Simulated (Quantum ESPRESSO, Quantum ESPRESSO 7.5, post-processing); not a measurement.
# Sc(0001), 4 layers: k-mesh convergence

Which setting serves for Sc(0001), 4 layers? The runs below step through one kind of setting.

Method: plane-wave DFT, PBE, GBRV ultrasoft pseudopotentials, in Quantum ESPRESSO 7.5.

Most raw output is cut from this account.

**1. Set-up**

The cell holds 4 atoms: 4 Sc. Its edges and angles: a = 3.310 Å, b = 3.310 Å, c = 23.914 Å, α = 90.0°, β = 90.0°, γ = 60.0°. It derives from Sc. Vacuum lies along c.

**2. SCF with pw.x: 22×22×1 points**

The first run is the reference of the series.

c0.in

```
&control
  prefix = 'c0'
  outdir = './out'
  pseudo_dir = './pseudo'
  calculation = 'scf'
  tprnfor = .true.
/
&system
  ibrav = 0
  nat = 4
  ntyp = 1
  ecutwfc = 40
  ecutrho = 200
  occupations = 'smearing'
  smearing = 'mv'
  degauss = 0.02
  assume_isolated = 'esm'
  esm_bc = 'bc1'
/
&electrons
  conv_thr = 1e-07
  mixing_beta = 0.4
  electron_maxstep = 120
  mixing_mode = 'local-TF'
/
ATOMIC_SPECIES
  Sc  44.9559  sc_pbe_v1.uspp.F.UPF
CELL_PARAMETERS angstrom
  3.31000000000000 0.00000000000000 0.00000000000000
  1.65500000000000 2.86654408652649 0.00000000000000
  0.00000000000000 0.00000000000000 23.91421000000000
ATOMIC_POSITIONS crystal
  Sc  0.666666666700 0.666666666700 -0.165470864394
  Sc  0.000000000000 0.000000000000 -0.055156954798
  Sc  0.666666666700 0.666666666700 0.055156954798
  Sc  0.000000000000 0.000000000000 0.165470864394
K_POINTS automatic
  22 22 1 0 0 0
```

Command:

```bash
$ OMP_NUM_THREADS=1 mpirun -n 4 pw.x -nk 4 -in c0.in > c0.out
```

Elapsed: 65 s, on 4 MPI ranks of AMD EPYC 9R45, shared host; peak memory 0.56 GiB.

Read from the output:

* free energy: -5131.8420 eV
* Fermi energy: -3.580 eV
* vacuum line at the lower end of the cell, over the Fermi level: 3.580 eV
* vacuum line at the upper end of the cell, over the Fermi level: 3.580 eV

The potential energy, planar mean oscillates, so the rows of the table below give means over windows of 1 Å about each position, cut where the curve ends. Its maxima inside the range that stand out by 2 % of the span (Å: eV): -2.7: 0.945, 0.0: 0.793, 2.7: 0.945. Its minima: -4.0: -12.8, -1.3: -12.4, 1.3: -12.4, 4.0: -12.8.

Electrostatic potential energy of an electron; zero at the Fermi level. The potential energy, planar mean by z; means over each step:

```
z (Å)  potential energy, planar mean (eV)
  -11                                3.58
  -10                                3.58
   -9                                3.58
   -8                                3.57
   -7                                3.48
   -6                                2.80
   -5                               -1.49
   -4                               -10.8
   -3                               -1.72
   -2                               -4.58
   -1                               -8.85
    0                              -0.226
    1                               -8.85
    2                               -4.58
    3                               -1.72
    4                               -10.8
    5                               -1.49
    6                                2.80
    7                                3.48
    8                                3.57
    9                                3.58
   10                                3.58
   11                                3.58
```

The program's own clock; routines nest. Time by routine:

```
     routine  wall time (s)  calls
       PWSCF          63.98      1
   electrons          61.08      1
     c_bands           48.7     29
     cegterg          35.76    377
       h_psi          27.91   2652
        fftw          25.43  64782
    vloc_psi          23.51   2652
    sum_band           6.65     29
     mix_rho           3.38     29
      calbec            2.9   3081
    init_run           2.59      1
        ffts           2.37   3293
h_psi:calbec            2.2   2652
  add_vuspsi           2.07   2652
```

The vacuum levels are read from the outermost 0.7 Å of the cell on either side.

The run needed 29 iterations to bring the estimated error under 1e-07 Ry; the largest force on any atom, held or free, is 0.25 eV/Å.

Inside the slab this potential holds the local part of the pseudopotentials, which can be repulsive at the nuclei; only its value in the vacuum has a meaning of its own.

**3. Ground state: 16×16×1 points**

c1.in, as its differences from the input of step 2:

```diff
@@ -1,3 +1,3 @@
 &control
-  prefix = 'c0'
+  prefix = 'c1'
   outdir = './out'
@@ -37,2 +37,2 @@
 K_POINTS automatic
-  22 22 1 0 0 0
+  16 16 1 0 0 0
```

Command:

```bash
$ OMP_NUM_THREADS=1 mpirun -n 4 pw.x -nk 4 -in c1.in > c1.out
```

Elapsed: 39 s, on 4 MPI ranks; peak memory 0.62 GiB.

Numbers from this step:

```
Fermi energy                                                   : -3.583 eV
vacuum line at the lower end of the cell, over the Fermi level : 3.583 eV
vacuum line at the upper end of the cell, over the Fermi level : 3.583 eV
```

The program's own clock; routines nest. Time by routine:

```
     routine  wall time (s)  calls
       PWSCF          38.23      1
   electrons          35.77      1
     c_bands          26.17     27
     cegterg          20.37    217
       h_psi          16.13   1429
        fftw          14.72  37444
    vloc_psi          13.66   1429
    sum_band           4.22     27
     mix_rho           3.19     27
        ffts           2.24   3017
    init_run            2.2      1
      calbec           1.64   1677
h_psi:calbec           1.24   1429
        newd           1.19     28
```

Counted from each run's own zero (the Fermi level), the vacuum level differs from the first run's by +3 meV.

**4. Self-consistent run: 11×11×1 points**

c2.in, as its differences from the input of step 3:

```diff
@@ -1,3 +1,3 @@
 &control
-  prefix = 'c1'
+  prefix = 'c2'
   outdir = './out'
@@ -37,2 +37,2 @@
 K_POINTS automatic
-  16 16 1 0 0 0
+  11 11 1 0 0 0
```

Command:

```bash
$ OMP_NUM_THREADS=1 mpirun -n 4 pw.x -nk 4 -in c2.in > c2.out
```

Elapsed: 25 s, on 4 MPI ranks; peak memory 0.55 GiB; 99 s of CPU time.

This step gave:

```
free energy                                                    : -5131.8419 eV
Fermi energy                                                   : -3.582 eV
vacuum line at the lower end of the cell, over the Fermi level : 3.582 eV
vacuum line at the upper end of the cell, over the Fermi level : 3.582 eV
```

The program's own clock; routines nest. Time by routine:

```
  routine  wall time (s)  calls
    PWSCF          24.39      1
electrons          22.26      1
  c_bands          14.15     27
  cegterg          10.26    108
    h_psi           8.22    792
     fftw           7.47  18698
 vloc_psi           6.95    792
  mix_rho            3.2     27
 sum_band           2.72     27
     ffts           2.23   3083
 init_run           1.91      1
     newd            1.2     28
 v_of_rho           0.97     28
   calbec           0.83    916
```

Counted from each run's own zero (the Fermi level), the vacuum level differs from the first run's by +2 meV.

**5. Self-consistent run: 8×8×1 points**

c3.in, as its differences from the input of step 4:

```diff
@@ -1,3 +1,3 @@
 &control
-  prefix = 'c2'
+  prefix = 'c3'
   outdir = './out'
@@ -37,2 +37,2 @@
 K_POINTS automatic
-  11 11 1 0 0 0
+  8 8 1 0 0 0
```

Command:

```bash
$ OMP_NUM_THREADS=1 mpirun -n 4 pw.x -nk 4 -in c3.in > c3.out
```

Elapsed: 20 s, on 4 MPI ranks; peak memory 0.57 GiB; 80 s of CPU time.

This step gave:

| Property | Result |
| --- | --- |
| free energy | -5131.8397 eV |
| Fermi energy | -3.581 eV |
| vacuum line at the lower end of the cell, over the Fermi level | 3.581 eV |
| vacuum line at the upper end of the cell, over the Fermi level | 3.581 eV |

The program's own clock; routines nest. Time by routine:

```
  routine  wall time (s)  calls
    PWSCF          19.53      1
electrons          17.49      1
  c_bands           9.94     27
  cegterg           7.59     81
    h_psi           6.15    597
     fftw           5.62  13980
 vloc_psi           5.21    597
  mix_rho           3.03     27
 sum_band           2.33     27
     ffts           2.13   2919
 init_run           1.83      1
     newd           1.21     28
 v_of_rho           0.97     28
   hinit0           0.72      1
```

Counted from each run's own zero (the Fermi level), the vacuum level differs from the first run's by +1 meV.

**6. SCF with pw.x: 6×6×1 points**

c4.in, as its differences from the input of step 5:

```diff
@@ -1,3 +1,3 @@
 &control
-  prefix = 'c3'
+  prefix = 'c4'
   outdir = './out'
@@ -37,2 +37,2 @@
 K_POINTS automatic
-  8 8 1 0 0 0
+  6 6 1 0 0 0
```

Command:

```bash
$ OMP_NUM_THREADS=1 mpirun -n 4 pw.x -nk 2 -in c4.in > c4.out
```

The job ended after 17 s (4 MPI ranks; peak memory 0.52 GiB; 67 s of CPU time).

This step gave:

- free energy: -5131.8486 eV
- Fermi energy: -3.587 eV
- vacuum line at the lower end of the cell, over the Fermi level: 3.587 eV
- vacuum line at the upper end of the cell, over the Fermi level: 3.587 eV

The program's own clock; routines nest. Time by routine:

```
  routine  wall time (s)  calls
    PWSCF          16.18      1
electrons          15.17      1
  c_bands           8.44     33
  cegterg            7.3    132
    h_psi           5.88    916
     fftw            5.8  21652
 vloc_psi           5.18    916
 sum_band           2.59     33
  mix_rho           2.17     33
     ffts           1.62   3753
     newd           1.36     34
 init_run           0.86      1
 v_of_rho           0.61     34
   calbec           0.47   1064
```

Counted from each run's own zero (the Fermi level), the vacuum level differs from the first run's by +7 meV.

**7. SCF with pw.x: 4×4×1 points**

c5.in, as its differences from the input of step 6:

```diff
@@ -1,3 +1,3 @@
 &control
-  prefix = 'c4'
+  prefix = 'c5'
   outdir = './out'
@@ -37,2 +37,2 @@
 K_POINTS automatic
-  6 6 1 0 0 0
+  4 4 1 0 0 0
```

Command:

```bash
$ OMP_NUM_THREADS=1 mpirun -n 4 pw.x -nk 1 -in c5.in > c5.out
```

Elapsed: 11 s, on 4 MPI ranks; peak memory 0.4 GiB.

This step gave:

```
free energy                                                    : -5131.7523 eV
Fermi energy                                                   : -3.594 eV
vacuum line at the lower end of the cell, over the Fermi level : 3.594 eV
vacuum line at the upper end of the cell, over the Fermi level : 3.594 eV
```

The program's own clock; routines nest. Time by routine:

```
  routine  wall time (s)  calls
    PWSCF          10.45      1
electrons           9.53      1
  c_bands           4.65     34
  cegterg           4.44    137
    h_psi           3.47    942
     fftw           3.46  23308
 vloc_psi           3.09    942
 sum_band           2.05     34
     newd           1.31     35
  mix_rho           1.24     34
     ffts           1.06   3908
 init_run           0.78      1
   hinit0           0.31      1
  cdiaghg           0.31    938
```

Counted from each run's own zero (the Fermi level), the vacuum level differs from the first run's by +14 meV.

**8. The series side by side**

All levels:

```
         level  vacuum level over the Fermi level (eV)  its change from the first (meV)  energy from the first (meV an atom)  SCF iterations  wall time (s)  peak memory (GiB)  CPU time (s)
22×22×1 points                                    3.58                                0                                    0              29          64.63               0.56         257.7
16×16×1 points                                   3.583                              3.1                             0.001361              27          38.87               0.62         154.7
11×11×1 points                                   3.582                              1.6                             0.007347              27          25.03               0.55         99.37
  8×8×1 points                                   3.581                              0.7                                0.578              27          20.18               0.57         79.94
  6×6×1 points                                   3.587                              6.5                               -1.667              33          16.82               0.52         66.53
  4×4×1 points                                   3.594                             13.6                                22.42              34          11.08                0.4         43.61
```

**9. What came out**

```
vacuum level over the Fermi level, 22×22×1 points                                                                  : 3.580 eV
cheapest step of the main series that, with all steps before it, keeps the vacuum level within 20 meV of the first : 4×4×1 points: +14 meV, 44 s of CPU time against 4.3 min
setting with the largest shift of the level                                                                        : 4×4×1 points: +14 meV
```

The cheapest step of the main series that, with all steps before it, keeps the vacuum level within 20 meV of the first is 4×4×1 points: +14 meV, 44 s of CPU time against 4.3 min. Over the series the energy moves by up to 22.4 meV an atom and the vacuum level by up to 14 meV. The error doesn't fall steadily with the mesh, as is usual for a Fermi surface. The times come from a shared host and are rough. Peak memory is sampled during the run and can miss the peak. The geometry is as built, not relaxed.

[Logs are printed without paths, hosts, clocks, repeated set-up lines and the standing remarks that a program may print on its own settings, such as how far it seeks lower states.]

[Hosts, paths, dates, database ids (printed as entryN), source tags and the programs' standing remarks are cut or masked in the printed files.]

[Maps of the electrostatic potential energy from Ansatz leave out the sawtooth potential of an applied field or a dipole correction, so their vacuum need not be flat; planar profiles and work functions include it.]
